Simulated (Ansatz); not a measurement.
# Na on Ag(100): change of the work function, part 3 of 5

Wanted: Δφ(θ) for Na/Ag(100), starting from the hollow site.

Ansatz 0.2.0; plane-wave DFT, PBEsol, Ansatz PAW.

So far, work function, upper face (eV): step 2 (the clean slab) 4.28; step 3 (37 atoms, coverage 0.111 ML, cell 3x3) 2.99.

**4. Adsorbate added, k-mesh 5×5×1, coverage 0.25 ML**

System of this step: Na/Ag(100). The cell holds 17 atoms: 16 Ag and 1 Na. Its edges and angles: a = 5.784 Å, b = 5.784 Å, c = 26.556 Å, α = 90.0°, β = 90.0°, γ = 90.0°. Vacuum lies along c.

Another coverage, to see how the dipoles act on each other as their distance changes.

Input file input.yaml:

```yaml
crystal:
  lattice:
    - [5.7841334702, 0.0, 0.0]
    - [0.0, 5.7841334702, 0.0]
    - [0.0, 0.0, 26.5558250239]
  atoms:
    - { symbol: Ag, position: [0.25, 0.25, 0.3389086949] }
    - { symbol: Ag, position: [0.0, 0.0, 0.4159162816] }
    - { symbol: Ag, position: [0.25, 0.25, 0.4914493772] }
    - { symbol: Ag, position: [0.0, 0.0, 0.5652226136] }
    - { symbol: Ag, position: [0.25, 0.75, 0.3389086949] }
    - { symbol: Ag, position: [0.0, 0.5, 0.4159162816] }
    - { symbol: Ag, position: [0.25, 0.75, 0.4914493772] }
    - { symbol: Ag, position: [0.0, 0.5, 0.5652226136] }
    - { symbol: Ag, position: [0.75, 0.25, 0.3389086949] }
    - { symbol: Ag, position: [0.5, 0.0, 0.4159162816] }
    - { symbol: Ag, position: [0.75, 0.25, 0.4914493772] }
    - { symbol: Ag, position: [0.5, 0.0, 0.5652226136] }
    - { symbol: Ag, position: [0.75, 0.75, 0.3389086949] }
    - { symbol: Ag, position: [0.5, 0.5, 0.4159162816] }
    - { symbol: Ag, position: [0.75, 0.75, 0.4914493772] }
    - { symbol: Ag, position: [0.5, 0.5, 0.5652226136] }
    - { symbol: Na, position: [0.25, 0.25, 0.6610913051] }
kpoints:
  mp_grid: { grid: [5, 5, 1] }
hamiltonian:
  xc: pbesol
scf:
  occupations: { method: fermi_dirac, width: 0.1 }
  convergence: { dr2_threshold: 1.0e-08 }
efield:
  axis: 3
  dipole_correction: true
  ramp_position: 0.97
  ramp_width: 0.06
relax:
  f_tol: 0.02
  max_steps: 60
  constraints: [{ sites: [0, 1, 4, 5, 8, 9, 12, 13] }]
output:
  bader: true
  dos: { projected: true, e_range: [-8, 4] }
  write_potential: true
  write_density: true
  volumetric_format: npy
  elf: true
```

On the command line:

```console
> ansatz run input.yaml --threads 4 --pin off --max-ram 12288MiB --backend cpu --events-out ev --progress --plain --runs-dir out
```

Numbers of over 12 decimals in the logs are rounded to 6 here.

Output:

```text
[...]
Crystal: 17 atoms, lattice volume = 888.457 Å³
Basis set: ecut = 420 eV, 17437 PW (Γ), exchange–correlation on 80×80×360 points (8 copies of the dense FFT grid, shifted against one another)
Bands: 188, of which v1, the nominal top of the filled ones, is band 157 counted from 1 (156 counted from 0)
Symmetry: 8 space group operations
[...]
k-points: 6 of 25
[...]
SCF iter   1: F=—  HF=-121827.660851 eV  |F-HF|=—  |Δ(HF+E_count)|=         —  Δρ=5.17e-3  dr2=2.53e-1  ethr=1.77e-3  p=0.478 e·Å  D=9.74e-2 V/Å  ΔV_dip=-2.59 eV  dr2_dipole=4.56e-3  V_vac-E_F(+/−)=1.75/4.34 eV  ⟨swp⟩=7.7  Hψ=4638  notcnv=0  defer=36
[...]
SCF iter   9: F=-121827.605078 eV  HF=-121827.605078 eV  |F-HF|=7.81e-9  |Δ(HF+E_count)|=   3.73e-8  Δρ=7.60e-7  dr2=5.45e-9  ethr=3.19e-12  p=0.434 e·Å  D=8.84e-2 V/Å  ΔV_dip=-2.35 eV  dr2_dipole=1.42e-10  V_vac-E_F(+/−)=2.00/4.34 eV  ⟨swp⟩=16.3  Hψ=8928  notcnv=0
SCF 1 converged in 9 iterations: F = -121827.605078 eV  dr2 = 5.45e-9
[...]
relax step   1: F+E_penalty+E_count = -121827.60507757 eV  Δ(F+E_penalty+E_count) = +0.000e0 eV  max|allowed force component| = 5.222e-1 eV/Å  Δτ_max = 0.0000 Å  (9 SCF iters, accepted)
[...]
SCF iter   1: F=—  HF=-121827.661277 eV  |F-HF|=—  |Δ(HF+E_count)|=         —  Δρ=6.19e-4  dr2=6.27e-3  ethr=1.09e-6  p=0.434 e·Å  D=8.84e-2 V/Å  ΔV_dip=-2.35 eV  dr2_dipole=1.41e-3  V_vac-E_F(+/−)=2.01/4.36 eV  ⟨swp⟩=3.0  Hψ=3612  notcnv=0  defer=92
[...]
eigensolver tolerance schedule calibrated: the retry pair's looser diagonalisation under-reported the residual by θ = 0.46 (0.13/decade); ethr = c·dr2/N_el runs at the constant in force after the calibration composes with the one it found (an armed cap, an earlier calibration), c = 5.8e-2
[...]
SCF iter   2: F=—  HF=-121827.661101 eV  |F-HF|=—  |Δ(HF+E_count)|=   1.76e-4  Δρ=4.02e-4  dr2=2.39e-3  ethr=1.09e-6  p=0.432 e·Å  D=8.81e-2 V/Å  ΔV_dip=-2.34 eV  dr2_dipole=1.22e-4  V_vac-E_F(+/−)=2.01/4.35 eV  ⟨swp⟩=2.0  Hψ=1756  notcnv=0  defer=92
[...]
SCF iter   8: F=-121827.660271 eV  HF=-121827.660271 eV  |F-HF|=5.98e-9  |Δ(HF+E_count)|=   2.87e-8  Δρ=5.79e-7  dr2=4.21e-9  ethr=1.84e-12  p=0.432 e·Å  D=8.80e-2 V/Å  ΔV_dip=-2.34 eV  dr2_dipole=4.72e-10  V_vac-E_F(+/−)=2.02/4.35 eV  ⟨swp⟩=14.5  Hψ=7500  notcnv=0
SCF 2 converged in 8 iterations: F = -121827.660271 eV  dr2 = 4.21e-9
relax step   2: F+E_penalty+E_count = -121827.66027116 eV  Δ(F+E_penalty+E_count) = -5.519e-2 eV  max|allowed force component| = 4.127e-1 eV/Å  Δτ_max = 0.0878 Å  (8 SCF iters, accepted)
SCF iter   1: F=—  HF=-121827.713621 eV  |F-HF|=—  |Δ(HF+E_count)|=         —  Δρ=7.25e-4  dr2=1.07e-2  ethr=6.74e-5  p=0.432 e·Å  D=8.80e-2 V/Å  ΔV_dip=-2.34 eV  dr2_dipole=1.95e-3  V_vac-E_F(+/−)=2.03/4.36 eV  ⟨swp⟩=6.7  Hψ=2579  notcnv=0  defer=82
[...]
SCF iter   9: F=-121827.713625 eV  HF=-121827.713625 eV  |F-HF|=4.22e-9  |Δ(HF+E_count)|=   2.16e-8  Δρ=3.69e-7  dr2=1.21e-9  ethr=3.19e-12  p=0.415 e·Å  D=8.45e-2 V/Å  ΔV_dip=-2.24 eV  dr2_dipole=1.81e-11  V_vac-E_F(+/−)=2.12/4.36 eV  ⟨swp⟩=12.8  Hψ=7122  notcnv=0
SCF 3 converged in 9 iterations: F = -121827.713625 eV  dr2 = 1.21e-9
relax step   3: F+E_penalty+E_count = -121827.71362493 eV  Δ(F+E_penalty+E_count) = -5.335e-2 eV  max|allowed force component| = 7.239e-2 eV/Å  Δτ_max = 0.1966 Å  (9 SCF iters, accepted)
SCF iter   1: F=—  HF=-121827.718025 eV  |F-HF|=—  |Δ(HF+E_count)|=         —  Δρ=5.60e-4  dr2=2.89e-3  ethr=4.49e-6  p=0.415 e·Å  D=8.45e-2 V/Å  ΔV_dip=-2.24 eV  dr2_dipole=4.44e-5  V_vac-E_F(+/−)=2.12/4.36 eV  ⟨swp⟩=4.2  Hψ=2757  notcnv=0  defer=92
[...]
SCF iter   9: F=-121827.717018 eV  HF=-121827.717018 eV  |F-HF|=7.42e-10  |Δ(HF+E_count)|=  8.15e-10  Δρ=3.05e-7  dr2=1.18e-9  ethr=3.19e-12  p=0.409 e·Å  D=8.34e-2 V/Å  ΔV_dip=-2.21 eV  dr2_dipole=1.02e-11  V_vac-E_F(+/−)=2.15/4.37 eV  ⟨swp⟩=8.2  Hψ=6590  notcnv=0
SCF 4 converged in 9 iterations: F = -121827.717018 eV  dr2 = 1.18e-9
relax step   4: F+E_penalty+E_count = -121827.71701790 eV  Δ(F+E_penalty+E_count) = -3.393e-3 eV  max|allowed force component| = 1.186e-2 eV/Å  Δτ_max = 0.0572 Å  (9 SCF iters, accepted)
[...]
SCF converged after 9 iterations
Free energy (F): -121827.717018 eV
[...]
Internal energy: -121827.543521 eV  (E = F + TS)
E sigma→0 (E₀):  -121827.630270 eV
Entropy (-TS):   -0.173497 eV (-10.206 meV/atom)
Fermi energy:    3.253034 eV
Dipole field:    D = 0.083403 V/Å  (p = 0.409500 e·Å, saw-weighted, corrected)
Work function:   Φ+ = 2.1535 eV   Φ− = 4.3683 eV
[...]
--- Forces (eV/Å), atoms counted from 1 ---
  atom   1  Ag     0.00000000     0.00000000     0.25455824
  atom   2  Ag     0.00090962     0.00090962    -0.25127286
  atom   3  Ag    -0.00000000     0.00000000     0.01185956
  atom   4  Ag     0.00346385     0.00346385    -0.00131612
  atom   5  Ag     0.00000000     0.00000000     0.25255750
  atom   6  Ag     0.00090962    -0.00090962    -0.25127286
  atom   7  Ag     0.00000000     0.00000000     0.00024466
  atom   8  Ag     0.00346385    -0.00346385    -0.00131612
  atom   9  Ag     0.00000000     0.00000000     0.25255750
  atom  10  Ag    -0.00090962     0.00090962    -0.25127286
  atom  11  Ag     0.00000000     0.00000000     0.00024466
  atom  12  Ag    -0.00346385     0.00346385    -0.00131612
  atom  13  Ag    -0.00000000     0.00000000     0.25275801
  atom  14  Ag    -0.00090962    -0.00090962    -0.25127286
  atom  15  Ag    -0.00000000     0.00000000    -0.00686537
  atom  16  Ag    -0.00346385    -0.00346385    -0.00131612
  atom  17  Na    -0.00000000     0.00000000    -0.00754717
  max |Σ_I F_I| component: 1.17e-5 eV/Å
--- Band table (eV; the first three rows and the last of 6) ---
  k-point 0: bands = [... 153 lower, 2.6619, 2.7104, 2.7144, 3.0676, 3.1608, 3.3238, 3.3238, 3.9942, ... 27 higher]
  k-point 1: bands = [... 153 lower, 2.7311, 2.9163, 2.9485, 3.3018, 3.5089, 3.6894, 4.2812, 4.8080, ... 27 higher]
  k-point 2: bands = [... 153 lower, 2.2669, 3.4346, 3.4731, 3.5326, 4.1866, 4.1884, 4.4508, 4.4860, ... 27 higher]
  k-point 5: bands = [... 153 lower, 1.4674, 1.4748, 2.3712, 2.4139, 3.2901, 3.3065, 4.2941, 4.3907, ... 27 higher]
--- Relaxed structure (4 steps of the walk, 4 accepted, 0 SCFs on fresh bases) ---
  F+E_penalty+E_count = -121827.71701790 eV   max|allowed force component| = 1.186e-2 eV/Å
  atoms:
    - { symbol: Ag, position: [0.25, 0.25, 0.3389086949] }
    - { symbol: Ag, position: [0.0, 0.0, 0.415916] }
    - { symbol: Ag, position: [0.25, 0.25, 0.491598] }
    - { symbol: Ag, position: [-0.0019331, -0.0019331, 0.566178] }
    - { symbol: Ag, position: [0.25, 0.75, 0.3389086949] }
    - { symbol: Ag, position: [0.0, 0.5, 0.415916] }
    - { symbol: Ag, position: [0.25, 0.75, 0.491315] }
    - { symbol: Ag, position: [-0.0019331, 0.501933, 0.566178] }
    - { symbol: Ag, position: [0.75, 0.25, 0.3389086949] }
    - { symbol: Ag, position: [0.5, 0.0, 0.415916] }
    - { symbol: Ag, position: [0.75, 0.25, 0.491315] }
    - { symbol: Ag, position: [0.501933, -0.0019331, 0.566178] }
    - { symbol: Ag, position: [0.75, 0.75, 0.3389086949] }
    - { symbol: Ag, position: [0.5, 0.5, 0.415916] }
    - { symbol: Ag, position: [0.75, 0.75, 0.491272] }
    - { symbol: Ag, position: [0.501933, 0.501933, 0.566178] }
    - { symbol: Na, position: [0.25, 0.25, 0.648231] }
--- Bader charges: 17 sites ---
  site symbol  charge [e]  shift [e]
     0     Ag     -0.0194     0.0000
     1     Ag      0.0202     0.0000
     2     Ag      0.0168     0.0000
     3     Ag     -0.1878     0.0000
     4     Ag     -0.0206     0.0000
     5     Ag      0.0202     0.0000
     6     Ag      0.0114     0.0000
     7     Ag     -0.1879     0.0000
     8     Ag     -0.0206     0.0000
     9     Ag      0.0202     0.0000
    10     Ag      0.0114     0.0000
    11     Ag     -0.1879     0.0000
    12     Ag     -0.0248     0.0000
    13     Ag      0.0202     0.0000
    14     Ag      0.0040     0.0000
    15     Ag     -0.1879     0.0000
    16     Na      0.7127     0.0000
  estimated error of the sums over rays = 2.3e-4 e
```

Elapsed: 2.6 min, on 4 threads of Arm Neoverse V1, shared host; peak memory 3.6 GiB; 10 min of CPU time.

Relaxation path:

```csv
step,energy less that of the first step (eV),largest force component (eV/Å)
1,0.0000,0.5222
2,-0.0552,0.4127
3,-0.1085,0.0724
4,-0.1119,0.0119
```

Forces are held to the 8 operations that the run works with; a distortion that breaks them can't arise in this run.

The atoms that moved most (Å):

```
atom      dx      dy      dz  length
Na17   0.000   0.000  -0.342   0.342
Ag16   0.011   0.011   0.025   0.030
Ag12   0.011  -0.011   0.025   0.030
 Ag8  -0.011   0.011   0.025   0.030
 Ag4  -0.011  -0.011   0.025   0.030
```

Final coordinates:

```xyz
17
Lattice="5.7841 0.0000 0.0000 0.0000 5.7841 0.0000 0.0000 0.0000 26.5558" Properties=species:S:1:pos:R:3
Ag    1.4460    1.4460    9.0000
Ag    0.0000    0.0000   11.0450
Ag    1.4460    1.4460   13.0548
Ag   -0.0112   -0.0112   15.0353
Ag    1.4460    4.3381    9.0000
Ag    0.0000    2.8921   11.0450
Ag    1.4460    4.3381   13.0473
Ag   -0.0112    2.9032   15.0353
Ag    4.3381    1.4460    9.0000
Ag    2.8921    0.0000   11.0450
Ag    4.3381    1.4460   13.0473
Ag    2.9032   -0.0112   15.0353
Ag    4.3381    4.3381    9.0000
Ag    2.8921    2.8921   11.0450
Ag    4.3381    4.3381   13.0461
Ag    2.9032    2.9032   15.0353
Na    1.4460    1.4460   17.2143
```

Numbers from this step:

```
energy at zero smearing        : -121827.6303 eV
work function, upper face      : 2.153 eV
work function, lower face      : 4.368 eV
dipole along the normal        : 0.4095 e·Å
step between the vacuum levels : -2.215 eV
```

The density of states has structure finer than the step of the table below, so its rows give means over 0.25 eV, whole bins alone (the curve runs from -8 to 1.98 eV). Peaks (eV: height): -4.630: 88.6, -4.330: 107, -4.210: 128, -4.060: 88.7, -3.640: 81.3, -3.250: 86.3, -2.920: 93.9.

Table of density of states by energy, zero at the Fermi level; means over each step:

```csv
energy (eV),density of states (states/eV a cell)
-7.75,0
-7.50,0.219
-7.25,1.42
-7.00,1.42
-6.75,2.48
-6.50,1.40
-6.25,16.8
-6.00,42.1
-5.75,34.9
-5.50,42.5
-5.25,45.8
-5.00,37.5
-4.75,55.0
-4.50,52.8
-4.25,55.0
-4.00,48.4
-3.75,55.5
-3.50,51.1
-3.25,63.9
-3.00,53.3
-2.75,9.37
-2.50,6.76
-2.25,3.25
-2.00,2.65
-1.75,5.88
-1.50,3.27
-1.25,3.07
-1.00,3.12
-0.75,6.16
-0.50,5.13
-0.25,4.81
0.00,5.18
0.25,5.94
0.50,6.78
0.75,3.19
1.00,2.43
1.25,9.10
1.50,5.07
1.75,7.03
```

Projected DOS per atom over height of the atomic layer and energy from the Fermi level. Layers: Ag4 Ag4 Ag4 Ag4 Na from below.

Ten even steps from '_' (0.00 states/eV) to '@' (4.39 states/eV), each cell a mean:
```
________..
________::
__________
________..
__________
__________
__________
__________
__________
__________
------::__
@@%%%%##__
@@++**@@__
@@====%%__
**####%%__
++**==++__
==**++++__
..##@@--__
__....____
__________
__________
__________
```
Columns: height of the atomic layer (Å) from 9 to 17.2; rows upwards: energy from the Fermi level (eV) from -7.96 to 1.95.

ELF in the ca plane at fractional y = 0.250, with atoms of Ag and Na within 0.2 Å of it. It is the smooth field of the valence electrons, not physical close to the nuclei.

Ten even steps from '0' (0.00) to '9' (0.80), each cell a mean:
```
22222222222222222222222322111111000000000000
23553222222234542222222222211110000000000000
36886321122257864222222221111000000000000000
47997421122369974222211111110000000000000000
36786321122257863222222221111000000000000000
23553222222234542222222222211110000000000000
22222222222222222222222322111111000000000000
12222222222222222222223210000111100000000000
22332222222223322222222101100012210000000000
35665322122246653222221146630001211000000000
46997421122368974222220364661001221000000000
46997421122368974222220364661001221000000000
35665322122246653222221146630001211000000000
22332222222223322222222001100012210000000000
12222222222222222222223210000111100000000000
```
Columns run along c (16.0 Å, from fractional 0.31 to 0.91 of the cell), rows up along a (5.8 Å). Atoms in or near the plane, at fractional coordinates: Ag at (0.34, 0.25), Ag at (0.49, 0.25), Ag at (0.34, 0.75), Ag at (0.49, 0.75), Na at (0.65, 0.25).

Valence density in the ca plane at fractional y = 0.250, with atoms of Ag and Na within 0.2 Å of it. It is the smooth field of the valence electrons, not physical close to the nuclei.

Ten steps, logarithmic in the rise over the least value, from '0' (0 e/Å³) to '9' (18 e/Å³), each cell a mean:
```
11221111111112221111110000000000000000000000
14554211111235542111100000000000000000000000
36887311111368974110000000000000000000000000
47998411011379985210000000000000000000000000
36887311111368874111000000000000000000000000
14554211111235542111100000000000000000000000
11222111111112221111110000000000000000000000
01111111111111111111110000000000000000000000
12332111111123431111110011100000000000000000
25775311111257763111100146520000000000000000
37997411011379985210000279840000000000000000
37997411011379985210000279840000000000000000
25775311111257763111100146510000000000000000
12332111111123331111110001100000000000000000
01111111111111111111110000000000000000000000
```
Columns run along c (16.0 Å, from fractional 0.31 to 0.91 of the cell), rows up along a (5.8 Å). Atoms in or near the plane, at fractional coordinates: Ag at (0.34, 0.25), Ag at (0.49, 0.25), Ag at (0.34, 0.75), Ag at (0.49, 0.75), Na at (0.65, 0.25).

Electrostatic potential energy in the ca plane at fractional y = 0.250, with atoms of Ag and Na within 0.2 Å of it. With pseudopotentials it is smooth inside the atoms' cores, unlike the true potential.

Ten even steps from '0' (-37 eV) to '9' (7 eV), each cell a mean:
```
98888999999998889999999999999999999999999999
86445899999864358999999999999999999999999999
62002699999730015899999999999999999999999999
51001589999620004899999999999999999999999999
62002699999730025999999999999999999999999999
86446899999864458999999999999999999999999999
98888999999998889999999999999999999999999999
99889999999999999999999999999999999999999999
97667999999986678999999988889999999999999999
74223799999842136999999853478999999999999999
61001599999720014899999710058899999999999999
61001599999720014899999710058899999999999999
74213799999842137999999853478999999999999999
98667999999986678999999988889999999999999999
99999999999999999999999999999999999999999999
```
Columns run along c (16.0 Å, from fractional 0.31 to 0.91 of the cell; values clipped at the 3rd and 97th percentile), rows up along a (5.8 Å). Atoms in or near the plane, at fractional coordinates: Ag at (0.34, 0.25), Ag at (0.49, 0.25), Ag at (0.34, 0.75), Ag at (0.49, 0.75), Na at (0.65, 0.25).

The relaxation took 4 steps and lowered the energy by 0.11 eV; the largest force on the free atoms ends at 0.012 eV/Å.

By hand: a sheet of dipoles makes a step −p/(ε₀A) in the electron's potential. With e/ε₀ = 180.95 V·Å, p = 0.4095 e·Å and A = 33.46 Å², that is −180.95 × (0.4095) / 33.46 = -2.215 eV, and the two vacuum levels of the run differ by -2.215 eV.

The covered face has 2.15 eV, -2.13 eV against the clean one; the bare back face has moved by +0.07 eV, a measure of how thin the slab is.

**5. Adsorbate added, k-mesh 5×5×1, coverage 0.5 ML**

System of this step: Na/Ag(100). The cell holds 18 atoms: 16 Ag and 2 Na. Cell: a = 5.784 Å, b = 5.784 Å, c = 26.556 Å, α = 90.0°, β = 90.0°, γ = 90.0°. Vacuum lies along c.

Another coverage, to see how the dipoles act on each other as their distance changes.

input.yaml: that of step 4 with these lines changed.

```diff
@@ -23,2 +23,3 @@
     - { symbol: Na, position: [0.25, 0.25, 0.6610913051] }
+    - { symbol: Na, position: [0.75, 0.75, 0.6610913051] }
 kpoints:
@@ -45,2 +46 @@
   volumetric_format: npy
-  elf: true
```

Output:

```text
[...]
Crystal: 18 atoms, lattice volume = 888.457 Å³
Basis set: ecut = 420 eV, 17437 PW (Γ), exchange–correlation on 80×80×360 points (8 copies of the dense FFT grid, shifted against one another)
Bands: 194, of which v1, the nominal top of the filled ones, is band 161 counted from 1 (160 counted from 0)
Symmetry: 16 space group operations
[...]
2     Ag      0.0047     0.0000
     3     Ag     -0.3162     0.0000
     4     Ag     -0.0217     0.0000
     5     Ag      0.0209     0.0000
     6     Ag      0.0056     0.0000
     7     Ag     -0.3162     0.0000
[...]
14     Ag      0.0047     0.0000
    15     Ag     -0.3162     0.0000
    16     Na      0.6244     0.0000
    17     Na      0.6244     0.0000
  estimated error of the sums over rays = 2.3e-4 e
[key lines of the parts left out:]
SCF converged after 9 iterations
Free energy (F): -123304.136112 eV
Fermi energy:    3.384372 eV
Dipole field:    D = 0.075560 V/Å  (p = 0.370994 e·Å, saw-weighted, corrected)
Work function:   Φ+ = 2.3774 eV   Φ− = 4.3840 eV
```

Run time: 2.8 min. Hardware: 4 threads; peak memory 3.7 GiB.

Relaxation path:

```
step  energy less that of the first step (eV)  largest force component (eV/Å)
   1                                   0.0000                          0.3691
   2                                  -0.0666                          0.3000
   3                                  -0.1377                          0.0370
   4                                  -0.1407                          0.0145
```

The run keeps the 16 symmetry operations that it works with, so distortions that break them were not tested.

The atoms that moved most (Å):

```csv
atom,dx,dy,dz,length
Na18,0.000,0.000,-0.279,0.279
Na17,0.000,0.000,-0.279,0.279
Ag4,0.000,0.000,0.037,0.037
Ag8,0.000,0.000,0.037,0.037
Ag16,0.000,0.000,0.037,0.037
Ag12,0.000,0.000,0.037,0.037
Ag7,0.000,0.000,-0.009,0.009
Ag11,0.000,0.000,-0.009,0.009
```

Running mean over 2.045 Å of the planar mean; the ramp of the sawtooth is left out. Table of electron's electrostatic potential energy less the Fermi level by z:

| z (Å) | electron's electrostatic potential energy less the Fermi level (eV) |
| --- | --- |
| 4 | 4.38 |
| 5 | 4.38 |
| 6 | 4.34 |
| 7 | 3.78 |
| 8 | -1.11 |
| 9 | -5.56 |
| 10 | -5.87 |
| 11 | -5.99 |
| 12 | -6.24 |
| 13 | -6.06 |
| 14 | -6.23 |
| 15 | -5.83 |
| 16 | -2.86 |
| 17 | -0.733 |
| 18 | -0.414 |
| 19 | 1.71 |
| 20 | 2.23 |
| 21 | 2.35 |
| 22 | 2.37 |
| 23 | 2.38 |

The relaxation took 4 steps and lowered the energy by 0.14 eV; the largest force on the free atoms ends at 0.015 eV/Å.

The covered face has 2.38 eV, -1.90 eV against the clean one; the bare back face has moved by +0.08 eV, a measure of how thin the slab is.

**6. Work function against coverage**

This step: plane-wave DFT, PBEsol, Ansatz PAW; work function against coverage (Ansatz 0.2.0).

The runs are now put side by side.

Numbers from this step:

* work function of the clean face: 4.280 eV
* largest change of the work function: -2.127 eV

The work function of the covered face by coverage:

| coverage (adsorbates/nm²) | work function of the covered face (eV) |
| --- | --- |
| 0.00 | 4.28 |
| 1.33 | 2.99 |
| 2.99 | 2.15 |
| 5.98 | 2.38 |

The dipole per adsorbate comes from the change of the cell's dipole. Coverage, by row:

```
coverage (1/nm²)  coverage (ML)  work function (eV)  change (eV)  dipole per adsorbate, positive end outwards (debye)  mean height of the added atoms over the highest substrate atom (Å)
           1.328         0.1111               2.993       -1.287                                                2.769                                                                2.21
           2.989           0.25               2.153       -2.127                                                1.948                                                               2.179
           5.978            0.5               2.377       -1.903                                                0.881                                                                2.23
```

(Part 3 of 5 ends here.)

[Logs are printed without paths, hosts, clocks, repeated set-up lines and the standing remarks that a program may print on its own settings, such as how far it seeks lower states.]

[Hosts, paths, dates, database ids (printed as entryN), source tags and the programs' standing remarks are cut or masked in the printed files.]

[Maps of the electrostatic potential energy from Ansatz leave out the sawtooth potential of an applied field or a dipole correction, so their vacuum need not be flat; planar profiles and work functions include it.]

[The density of states shown here was stored with 400 of the rows of the run's finer table, so its peaks can read low, often by over a quarter, or be missed, and its means over a window can be off by a tenth or more.]
